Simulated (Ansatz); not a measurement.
## Optical response of BaHF (model structure)

Aim: the dielectric function of BaHF (model structure), and the optical constants that follow from it. The cell was made here by substitution or stacking, whether or not such a phase is known. It was built so: All Cl replaced by F in the P4/nmm structure of BaHCl.

Program: Ansatz 0.2.0. Level of theory: DFT, PBE, plane-wave PAW, default files, scalar-relativistic, independent-particle optical response without local fields. Results are calculated unless marked as measured.

**1. The structure**

Symmetry: P4/nmm, No. 129, tetragonal system. Conventional cell: a = 3.895 Å, b = 3.895 Å, c = 6.364 Å, α = 90.00°, β = 90.00°, γ = 90.00°. Nearest to Ba lie 4 H at 2.38 Å and 5 F at 2.77 to 2.89 Å. F has 5 Ba at 2.77 to 2.89 Å nearest. Nearest to H lie 4 Ba at 2.38 Å. All Cl replaced by F in the P4/nmm structure of BaHCl. Farther neighbours and most contacts between anions are not listed.

As a file:

```cif
data_structure
_symmetry_space_group_name_H-M 'P 1'
_symmetry_Int_Tables_number 1
_cell_length_a 3.8950
_cell_length_b 3.8950
_cell_length_c 6.3638
_cell_angle_alpha 90.000
_cell_angle_beta 90.000
_cell_angle_gamma 90.000
_cell_volume 96.55
loop_
_atom_site_label
_atom_site_type_symbol
_atom_site_fract_x
_atom_site_fract_y
_atom_site_fract_z
_atom_site_occupancy
Ba1 Ba 0.50000 0.00000 0.78500 1
Ba2 Ba 0.00000 0.50000 0.21500 1
F3 F 0.50000 0.00000 0.35000 1
F4 F 0.00000 0.50000 0.65000 1
H5 H 0.50000 0.50000 0.00000 1
H6 H 0.00000 0.00000 0.00000 1
```

**2. Relaxation**

Spectra hang on bond lengths, so the cell is first brought to its minimum.

This step: DFT, PBE, plane-wave PAW, default files, scalar-relativistic, relaxation (Ansatz 0.2.0).

Contents of input.yaml:

```yaml
crystal:
  lattice:
    - [3.895, 0.0, 0.0]
    - [0.0, 3.895, 0.0]
    - [0.0, 0.0, 6.36383621]
  atoms:
    - { symbol: Ba, position: [0.5, 0.0, 0.785] }
    - { symbol: Ba, position: [0.0, 0.5, 0.215] }
    - { symbol: F, position: [0.5, 0.0, 0.35] }
    - { symbol: F, position: [0.0, 0.5, 0.65] }
    - { symbol: H, position: [0.5, 0.5, 0.0] }
    - { symbol: H, position: [0.0, 0.0, 0.0] }
kpoints:
  mp_grid: { grid: [6, 6, 4] }
scf:
  occupations: { method: fermi_dirac, width: 0.05 }
hamiltonian:
  xc: pbe
  pseudopotentials: { kind: paw }
output:
  forces: true
  stress: true
relax:
  f_tol: 0.02
  max_steps: 50
  cell: {}
```

The run is started by

```
$ ansatz run input.yaml --threads 2 --pin off --max-ram 5120MiB --backend cpu --events-out ev --progress --plain --runs-dir out
```

Numbers of over 12 decimals in the logs are rounded to 6 here.

Log:

```text
Engine: ansatz 0.2.0, x86_64-unknown-linux-gnu
Pseudopotentials: kind: paw
Pseudopotential: Ba, paw, valence charge 10, recommended cutoff 420 eV (normal), Ba.paw.azcp
Pseudopotential: F, paw, valence charge 7, recommended cutoff 420 eV (normal), F.paw.azcp
Pseudopotential: H, paw, valence charge 1, recommended cutoff 420 eV (normal), H.paw.azcp
Functional definition: PBE
  parameter kappa = 0.804
  parameter beta = 0.066725
  exchange = pbe_x(kappa = kappa, mu = beta*pi^2/3)
  correlation = pbe_c(beta = beta)
Crystal: 6 atoms, lattice volume = 96.546 Å³
Basis set: ecut = 420 eV, 1877 PW (Γ), exchange–correlation on 54×54×90 points (8 copies of the dense FFT grid, shifted against one another)
Bands: 24, of which v1, the nominal top of the filled ones, is band 18 counted from 1 (17 counted from 0)
Symmetry: 16 space group operations
Space group: P4/nmm (ITA 129), of the structure as read, at distance tolerance 4.6e-5 Å
k-points: 30 of 144
Non-local potential: Ba, projectors of the file, l = 0: 3, l = 1: 2, l = 2: 2, l = 3: 2
Non-local potential: F, projectors of the file, l = 0: 2, l = 1: 2, l = 2: 1
Non-local potential: H, projectors of the file, l = 0: 2, l = 1: 1
PAW form: soft (Blöchl's): semilocal exchange-correlation on the pseudo side does not see the compensation charge
PAW one-centre angular grid: Ba, 194 points (default); XC on 64 Gauss nodes
PAW one-centre angular grid: F, 110 points (default); XC on 64 Gauss nodes
PAW one-centre angular grid: H, 110 points (default); XC on 64 Gauss nodes
Initial density: superposition of atomic densities (neutral atoms: chi_scale 0, normalization atom), corrected by the library's trained network
Initial wavefunctions: pseudopotential atomic-orbital guess
Functional: x = pbe(κ = 0.804, μ = 0.219515), c = pbe(β = 0.066725)
SCF iter   1: F=—  HF=-13554.228591 eV  |F-HF|=—  |Δ(HF+E_count)|=         —  Δρ=1.95e-3  dr2=6.83e-3  ethr=1.77e-3  ⟨swp⟩=7.7  Hψ=4178  notcnv=0
preconditioner: auto → Resta (q_TF=auto, 2.315 Å⁻¹)  ε∞=3.4  [insulator: Δε(μ)=3.983 eV  Ē_g=13.811 eV  σ=0.050 eV  W_gap=1.00  n_scr=20 (ndim 8)  ℏωp=21.4 eV  f_vac=0.020  D(μ)=0.00/eV (n_scr^D=0)  ε∞_Penn≈3.4]
SCF iter   2: F=—  HF=-13554.228434 eV  |F-HF|=—  |Δ(HF+E_count)|=   1.56e-4  Δρ=1.25e-3  dr2=1.57e-3  ethr=1.90e-5  ⟨swp⟩=2.5  Hψ=1534  notcnv=0  defer=24
SCF iter   3: F=—  HF=-13554.228801 eV  |F-HF|=—  |Δ(HF+E_count)|=   3.67e-4  Δρ=8.74e-4  dr2=6.18e-4  ethr=4.37e-6  ⟨swp⟩=2.0  Hψ=1147  notcnv=0  defer=24
SCF iter   4: F=—  HF=-13554.228791 eV  |F-HF|=—  |Δ(HF+E_count)|=   1.01e-5  Δρ=2.12e-4  dr2=4.55e-5  ethr=1.72e-6  ⟨swp⟩=2.0  Hψ=885  notcnv=0  defer=24
SCF iter   5: F=—  HF=-13554.228926 eV  |F-HF|=—  |Δ(HF+E_count)|=   1.35e-4  Δρ=9.23e-5  dr2=6.45e-6  ethr=1.26e-7  ⟨swp⟩=2.0  Hψ=1140  notcnv=0  defer=24
SCF iter   6: F=—  HF=-13554.228926 eV  |F-HF|=—  |Δ(HF+E_count)|=   1.28e-7  Δρ=1.56e-5  dr2=2.50e-7  ethr=1.79e-8  ⟨swp⟩=2.0  Hψ=881  notcnv=0  defer=24
SCF iter   7: F=-13554.228926 eV  HF=-13554.228926 eV  |F-HF|=2.06e-9  |Δ(HF+E_count)|=   1.03e-7  Δρ=2.45e-6  dr2=7.01e-9  ethr=2.78e-10  ⟨swp⟩=4.7  Hψ=2520  notcnv=0
SCF 1 converged in 7 iterations: F = -13554.228926 eV  dr2 = 7.01e-9
  greatest PAW one-centre occupation: 0.956 electrons in one spin orbital (limit 2), on the Ba atom at site 1 (counted from 0), in its partial waves of l = 0
relax step   1: F+E_penalty+E_count = -13554.22892638 eV  Δ(F+E_penalty+E_count) = +0.000e0 eV  max|allowed force component| = 2.175e0 eV/Å  Δτ_max = 0.0000 Å  P = +7.267 GPa  Ω = 96.546 Å³  (7 SCF iters, dr2 threshold 1.00e-7 eV, accepted)
Crystal: 6 atoms, lattice volume = 101.957 Å³
Basis set: ecut = 420 eV, 2013 PW (Γ), exchange–correlation on 54×54×90 points (8 copies of the dense FFT grid, shifted against one another)
Initial density: handed on by an earlier stage of this run
Initial wavefunctions: those handed on with the density
SCF iter   1: F=—  HF=-13555.187672 eV  |F-HF|=—  |Δ(HF+E_count)|=         —  Δρ=2.35e-2  dr2=1.47e0  ethr=3.10e-3  ⟨swp⟩=8.2  Hψ=4106  notcnv=0
preconditioner: auto → Resta (q_TF=auto, 2.294 Å⁻¹)  ε∞=3.6  [insulator: Δε(μ)=2.271 eV  Ē_g=12.020 eV  σ=0.050 eV  W_gap=1.00  n_scr=20 (ndim 8)  ℏωp=19.5 eV  f_vac=0.008  D(μ)=0.00/eV (n_scr^D=0)  ε∞_Penn≈3.6]
SCF iter   2: F=—  HF=-13554.818904 eV  |F-HF|=—  |Δ(HF+E_count)|=   3.69e-1  Δρ=9.52e-3  dr2=2.54e-1  ethr=3.10e-3  ⟨swp⟩=3.3  Hψ=1336  notcnv=0  defer=50
SCF iter   3: F=—  HF=-13554.748174 eV  |F-HF|=—  |Δ(HF+E_count)|=   7.07e-2  Δρ=5.92e-3  dr2=3.20e-2  ethr=7.06e-4  ⟨swp⟩=3.0  Hψ=1463  notcnv=0  defer=50
SCF iter   4: F=—  HF=-13554.740107 eV  |F-HF|=—  |Δ(HF+E_count)|=   8.07e-3  Δρ=1.72e-3  dr2=2.64e-3  ethr=8.89e-5  ⟨swp⟩=2.3  Hψ=1265  notcnv=0  defer=50
SCF iter   5: F=—  HF=-13554.739531 eV  |F-HF|=—  |Δ(HF+E_count)|=   5.76e-4  Δρ=2.71e-4  dr2=7.87e-5  ethr=7.34e-6  ⟨swp⟩=2.8  Hψ=1507  notcnv=0  defer=50
SCF iter   6: F=—  HF=-13554.739517 eV  |F-HF|=—  |Δ(HF+E_count)|=   1.40e-5  Δρ=7.32e-5  dr2=4.83e-6  ethr=2.19e-7  ⟨swp⟩=2.4  Hψ=1153  notcnv=0  defer=50
SCF iter   7: F=-13554.739525 eV  HF=-13554.739524 eV  |F-HF|=5.48e-7  |Δ(HF+E_count)|=   7.26e-6  Δρ=1.52e-5  dr2=2.50e-7  ethr=1.67e-9  ⟨swp⟩=5.4  Hψ=2989  notcnv=0
SCF 2 converged in 7 iterations: F = -13554.739525 eV  dr2 = 2.50e-7
  greatest PAW one-centre occupation: 0.955 electrons in one spin orbital (limit 2), on the Ba atom at site 1 (counted from 0), in its partial waves of l = 0
relax step   2: F+E_penalty+E_count = -13554.73952485 eV  Δ(F+E_penalty+E_count) = -5.106e-1 eV  max|allowed force component| = 2.947e-1 eV/Å  Δτ_max = 0.1962 Å  P = +2.230 GPa  Ω = 101.957 Å³  energy of the carried Pulay correction = -9.496e-3 eV  (7 SCF iters, dr2 threshold 6.00e-7 eV, accepted)
Crystal: 6 atoms, lattice volume = 107.651 Å³
Basis set: ecut = 420 eV, 2095 PW (Γ), exchange–correlation on 54×54×90 points (8 copies of the dense FFT grid, shifted against one another)
iter 1 solved again at ethr=6.26e-4 eV; its pass at ethr=3.10e-3 eV (dr2=2.25e-1 eV) is discarded
SCF iter   1: F=—  HF=-13554.907328 eV  |F-HF|=—  |Δ(HF+E_count)|=         —  Δρ=1.73e-2  dr2=2.28e-1  ethr=6.26e-4  ⟨swp⟩=1.6  Hψ=4916  notcnv=0
preconditioner: auto → Resta (q_TF=auto, 2.273 Å⁻¹)  ε∞=3.6  [insulator: Δε(μ)=3.442 eV  Ē_g=11.814 eV  σ=0.050 eV  W_gap=1.00  n_scr=20 (ndim 8)  ℏωp=18.9 eV  f_vac=0.021  D(μ)=0.00/eV (n_scr^D=0)  ε∞_Penn≈3.6]
SCF iter   2: F=—  HF=-13554.826432 eV  |F-HF|=—  |Δ(HF+E_count)|=   8.09e-2  Δρ=8.00e-3  dr2=4.84e-2  ethr=6.26e-4  ⟨swp⟩=2.0  Hψ=1139  notcnv=0
SCF iter   3: F=—  HF=-13554.808197 eV  |F-HF|=—  |Δ(HF+E_count)|=   1.82e-2  Δρ=2.63e-3  dr2=5.24e-3  ethr=1.34e-4  ⟨swp⟩=2.7  Hψ=1466  notcnv=0
SCF iter   4: F=—  HF=-13554.807041 eV  |F-HF|=—  |Δ(HF+E_count)|=   1.16e-3  Δρ=9.46e-4  dr2=4.87e-4  ethr=1.46e-5  ⟨swp⟩=2.0  Hψ=1174  notcnv=0
SCF iter   5: F=—  HF=-13554.807056 eV  |F-HF|=—  |Δ(HF+E_count)|=   1.56e-5  Δρ=1.44e-4  dr2=2.78e-5  ethr=1.35e-6  ⟨swp⟩=2.1  Hψ=1403  notcnv=0
SCF iter   6: F=—  HF=-13554.807069 eV  |F-HF|=—  |Δ(HF+E_count)|=   1.27e-5  Δρ=4.77e-5  dr2=2.41e-6  ethr=7.71e-8  ⟨swp⟩=2.2  Hψ=1173  notcnv=0
SCF iter   7: F=-13554.807073 eV  HF=-13554.807073 eV  |F-HF|=1.26e-7  |Δ(HF+E_count)|=   3.39e-6  Δρ=7.23e-6  dr2=6.59e-8  ethr=1.67e-9  ⟨swp⟩=5.2  Hψ=3006  notcnv=0
SCF 3 converged in 7 iterations: F = -13554.807073 eV  dr2 = 6.59e-8
relax step   3: F+E_penalty+E_count = -13554.80707263 eV  Δ(F+E_penalty+E_count) = -6.755e-2 eV  max|allowed force component| = 3.691e-2 eV/Å  Δτ_max = 0.0988 Å  P = -0.356 GPa  Ω = 107.651 Å³  energy of the carried Pulay correction = -1.895e-2 eV  (7 SCF iters, dr2 threshold 6.00e-7 eV, accepted)
[...]
relax step   4: F+E_penalty+E_count = -13554.81260308 eV  Δ(F+E_penalty+E_count) = -5.530e-3 eV  max|allowed force component| = 3.686e-2 eV/Å  Δτ_max = 0.0082 Å  P = -0.057 GPa  Ω = 106.801 Å³  energy of the carried Pulay correction = -1.757e-2 eV  (5 SCF iters, dr2 threshold 6.00e-7 eV, accepted)
[...]
relax step   5: F+E_penalty+E_count = -13554.81382346 eV  Δ(F+E_penalty+E_count) = -1.220e-3 eV  max|allowed force component| = 5.103e-3 eV/Å  Δτ_max = 0.0081 Å  P = -0.070 GPa  Ω = 106.650 Å³  energy of the carried Pulay correction = -1.732e-2 eV  (5 SCF iters, dr2 threshold 1.21e-7 eV, accepted)
[...]
relax step   6: F+E_penalty+E_count = -13554.81429096 eV  Δ(F+E_penalty+E_count) = -4.675e-4 eV  max|allowed force component| = 3.138e-3 eV/Å  Δτ_max = 0.0004 Å  P = +0.023 GPa  Ω = 106.423 Å³  energy of the carried Pulay correction = -1.695e-2 eV  (5 SCF iters, dr2 threshold 2.93e-8 eV, accepted)
[...]
relax step   7: F+E_penalty+E_count = -13554.84937121 eV  Δ(F+E_penalty+E_count) = -3.508e-2 eV  max|allowed force component| = 4.236e-3 eV/Å  Δτ_max = 0.0000 Å  P = +0.562 GPa  Ω = 106.423 Å³  stress off target by 8.85e-1 GPa  SCF on the basis re-selected at this cell (its energy is not comparable with the rows above)  (7 SCF iters)
[...]
relax step   8: F+E_penalty+E_count = -13554.85044443 eV  Δ(F+E_penalty+E_count) = -1.073e-3 eV  max|allowed force component| = 8.139e-3 eV/Å  Δτ_max = 0.0085 Å  P = +0.072 GPa  Ω = 107.527 Å³  energy of the carried Pulay correction = -1.811e-3 eV  (5 SCF iters, dr2 threshold 6.00e-7 eV, accepted)
[...]
relax step   9: F+E_penalty+E_count = -13554.85024232 eV  Δ(F+E_penalty+E_count) = +2.021e-4 eV  max|allowed force component| = 4.092e-3 eV/Å  Δτ_max = 0.0022 Å  P = -0.005 GPa  Ω = 107.674 Å³  energy of the carried Pulay correction = -2.064e-3 eV  (6 SCF iters, dr2 threshold 2.70e-8 eV, accepted)
iter 1 solved again at ethr=8.34e-7 eV; its pass at ethr=3.10e-3 eV (dr2=3.00e-4 eV) is discarded
SCF iter   1: F=—  HF=-13554.852340 eV  |F-HF|=—  |Δ(HF+E_count)|=         —  Δρ=1.10e-4  dr2=1.39e-6  ethr=8.34e-7  ⟨swp⟩=2.7  Hψ=5851  notcnv=0
preconditioner: auto → Resta (q_TF=auto, 2.273 Å⁻¹)  ε∞=3.6  [insulator: Δε(μ)=3.312 eV  Ē_g=11.783 eV  σ=0.050 eV  W_gap=1.00  n_scr=20 (ndim 8)  ℏωp=18.9 eV  f_vac=0.014  D(μ)=0.00/eV (n_scr^D=0)  ε∞_Penn≈3.6]
SCF iter   2: F=—  HF=-13554.852354 eV  |F-HF|=—  |Δ(HF+E_count)|=   1.47e-5  Δρ=5.09e-5  dr2=4.69e-7  ethr=3.87e-9  ⟨swp⟩=2.0  Hψ=1244  notcnv=0
SCF iter   3: F=—  HF=-13554.852376 eV  |F-HF|=—  |Δ(HF+E_count)|=   2.21e-5  Δρ=2.43e-5  dr2=5.45e-8  ethr=1.30e-9  ⟨swp⟩=2.0  Hψ=899  notcnv=0
SCF iter   4: F=—  HF=-13554.852382 eV  |F-HF|=—  |Δ(HF+E_count)|=   5.76e-6  Δρ=7.83e-7  dr2=2.89e-10  ethr=1.51e-10  ⟨swp⟩=2.0  Hψ=1200  notcnv=0
SCF iter   5: F=-13554.852382 eV  HF=-13554.852382 eV  |F-HF|=1.18e-10  |Δ(HF+E_count)|=  4.53e-10  Δρ=2.35e-7  dr2=3.91e-11  ethr=1.00e-12  ⟨swp⟩=5.0  Hψ=2789  notcnv=0
SCF 10 converged in 5 iterations: F = -13554.852382 eV  dr2 = 3.91e-11
relax step  10: F+E_penalty+E_count = -13554.85238215 eV  Δ(F+E_penalty+E_count) = -2.140e-3 eV  max|allowed force component| = 4.085e-3 eV/Å  Δτ_max = 0.0000 Å  P = +0.006 GPa  Ω = 107.674 Å³  stress off target by 2.94e-2 GPa  SCF on the basis re-selected at this cell (its energy is not comparable with the rows above)  (5 SCF iters)
basis re-selected at this cell: Δ(F+E_penalty+E_count) = -2.140e-3 eV, ΔP = +0.011 GPa vs the last step (what re-selecting the basis moved, of the pressure what is left beyond the Pulay correction that the steps carried, after the strain that the cell walked since its last selection, with what the two solves' SCF thresholds leave and, on support functions, any second-order correction that the steps lacked; it is no m [...]
SCF converged after 5 iterations
Free energy (F): -13554.852382 eV
Harris-Foulkes:  -13554.852382 eV  (|F-HF|=1.18e-10)
Internal energy: -13554.852382 eV  (E = F + TS)
E sigma→0 (E₀):  -13554.852382 eV
Fermi energy:    7.632916 eV
--- Per-component energies (eV) ---
  E_band       = -151.575460
  E_kinetic    = 778.679895
  E_local      = -1895.884163  (includes V_loc(G=0)·N_el)
  E_nonlocal   = 263.111753
  E_hartree    = 704.818309
  E_xc         = -516.917711
  E_vxc        = -503.010207  (∫ρ·V_xc dr)
  E_paw        = -10852.998984  (= ΣΔE_a)
  E_vpaw       = -204.111042  (= ΣTr[D̂ρ^β])
  E_aug_tail   = 0.001734  (compensation charges beyond the density's cutoff)
  E_ewald      = -2035.663216
  E_smearing   = -0.000000  (= −TS)
  E_closure    = 0.000000  (closes the sum)
  Σ components = -13554.852382   (vs F -13554.852382, Δ=0.00e0)
--- Forces (eV/Å), atoms counted from 1 ---
  atom   1  Ba     0.00000000     0.00000000     0.00408538
  atom   2  Ba     0.00000000     0.00000000    -0.00408538
  atom   3  F      0.00000000     0.00000000     0.00167496
  atom   4  F      0.00000000     0.00000000    -0.00167496
  atom   5  H      0.00000000     0.00000000     0.00000000
  atom   6  H      0.00000000     0.00000000    -0.00000000
  max |Σ_I F_I| component: 0.00e0 eV/Å
--- Stress (GPa, compression-positive) ---
       -0.005546       0.000000       0.000000
        0.000000      -0.005546       0.000000
        0.000000       0.000000       0.029408
  P = ⅓ Tr σ = 0.0061 GPa (0.061 kbar)
--- Relaxed structure (8 steps of the walk, 8 accepted, 2 SCFs on fresh bases) ---
  F+E_penalty+E_count = -13554.85238215 eV   max|allowed force component| = 4.085e-3 eV/Å   (the final SCF, on the basis selected at the relaxed cell)
  cell:  # Å, volume = 107.6737 Å³
    - [3.967132, 0, 0.0]
    - [0, 3.967132, 0.0]
    - [0.0, 0.0, 6.841576]
  atoms:
    - { symbol: Ba, position: [0.5, 0, 0.756851] }
    - { symbol: Ba, position: [0, 0.5, 0.243149] }
    - { symbol: F, position: [0.5, 0.0, 0.362368] }
    - { symbol: F, position: [0, 0.5, 0.637632] }
    - { symbol: H, position: [0.5, 0.5, 0] }
    - { symbol: H, position: [0, 0, 0] }
```

It took 15 s on 2 threads of AMD EPYC 7R43, shared host; peak memory 0.43 GiB.

Relaxation path:

| step | energy less that of the first step (eV) | largest force component (eV/Å) | pressure (GPa) | volume (Å³) |
| --- | --- | --- | --- | --- |
| 1 | 0.0000 | 2.1746 | 7.27 | 96.55 |
| 2 | -0.5106 | 0.2947 | 2.23 | 101.96 |
| 3 | -0.5781 | 0.0369 | -0.36 | 107.65 |
| 4 | -0.5837 | 0.0369 | -0.06 | 106.80 |
| 5 | -0.5849 | 0.0051 | -0.07 | 106.65 |
| 6 | -0.5854 | 0.0031 | 0.02 | 106.42 |
| 7* | -0.6204 | 0.0042 | 0.56 | 106.42 |
| 8 | -0.6215 | 0.0081 | 0.07 | 107.53 |
| 9 | -0.6213 | 0.0041 | 0.00 | 107.67 |
| 10* | -0.6235 | 0.0041 | 0.01 | 107.67 |

Relaxation steps marked * repeat the geometry before them on a plane-wave basis chosen anew for their cell, so energy and pressure can jump there.

Forces are held to the 16 operations that the run works with; a distortion that breaks them can't arise in this run.

| conventional cell, symmetrised | before | after | change |
| --- | --- | --- | --- |
| a (Å) | 3.895 | 3.967 | +1.9 % |
| b (Å) | 3.895 | 3.967 | +1.9 % |
| c (Å) | 6.364 | 6.842 | +7.5 % |
| volume (Å³/atom) | 16.09 | 17.95 | +11.5 % |

The atoms that moved most (Å, as changes of fractional coordinates times the final cell):

| atom | dx | dy | dz | length |
| --- | --- | --- | --- | --- |
| Ba2 | 0.000 | 0.000 | 0.193 | 0.193 |
| Ba1 | 0.000 | 0.000 | -0.193 | 0.193 |
| F4 | 0.000 | 0.000 | -0.085 | 0.085 |
| F3 | 0.000 | 0.000 | 0.085 | 0.085 |

The relaxation ends with a largest force component of 0.0041 eV/Å and a pressure of 0.01 GPa.

[end of part 1 of 3]

[Logs are printed without paths, hosts, clocks, repeated set-up lines and the standing remarks that a program may print on its own settings, such as how far it seeks lower states.]

[Hosts, paths, dates, database ids (printed as entryN), source tags and the programs' standing remarks are cut or masked in the printed files.]
